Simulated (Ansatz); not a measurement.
The crystal is InGaP2 (zincblende [001] superlattice) (Pmm2).

The structure was built from a prototype and need not be the compound's stable phase.

```cif
data_structure
_symmetry_space_group_name_H-M 'P 1'
_symmetry_Int_Tables_number 1
_cell_length_a 3.9922
_cell_length_b 3.9946
_cell_length_c 11.3671
_cell_angle_alpha 90.000
_cell_angle_beta 90.000
_cell_angle_gamma 90.000
_cell_volume 181.27
loop_
_atom_site_label
_atom_site_type_symbol
_atom_site_fract_x
_atom_site_fract_y
_atom_site_fract_z
_atom_site_occupancy
Ga1 Ga 0.00000 0.00000 0.05849 1
P2 P 0.50000 0.00000 0.17401 1
Ga3 Ga 0.50000 0.50000 0.28938 1
P4 P 0.00000 0.50000 0.40371 1
In5 In 0.00000 0.00000 0.53925 1
P6 P 0.50000 0.00000 0.67391 1
In7 In 0.50000 0.50000 0.80837 1
P8 P 0.00000 0.50000 0.94415 1
```

The structure was relaxed with PBEsol. The runs that relaxed it are not among those shown.

Gaps computed with Ansatz 0.2.0 without a self-energy: PBEsol 0.95 eV, PBEsol+SOC 0.93 eV and HSE06 1.91 eV.

What gap should G0W0 on PBEsol give (4×4×2 mesh, 351 empty bands, screening to 90 eV, PAW set soft_1 files)?

About 1.68 eV: on its mesh the run moves the gap from 0.95 eV by +0.73 eV. Among the scalar-relativistic levels given, HSE06 is nearest (+0.23 eV). Bands and cutoff are finite, so the gap is not at the basis limit. The miss can reach some tenths of an eV and take either sign; the mesh is an error of its own. The 4×4×2 mesh is coarse for this cell (its supercell is 16 Å along the shortest edge). The RPA ε∞ on it, from the PBEsol start, is 15.96, 19.81 and 19.89; such meshes misread the long-range screening, most where the gap is narrow. The many-body steps are scalar-relativistic: spin-orbit coupling is not in them.

[Paths, hosts, dates, memory and timing lines, banners, echoed tables and standing remarks are left out of the program output.]

[Logs are printed without paths, hosts, clocks, repeated set-up lines and the standing remarks that a program may print on its own settings, such as how far it seeks lower states.]

[Runs of the session that timed out or met a known fault of the program may be left out.]

[Cells called generated may have been cut or substituted from an entry of the Crystallography Open Database or the Materials Project.]

[Hosts, paths, dates, database ids (printed as entryN), source tags and the programs' standing remarks are cut or masked in the printed files.]
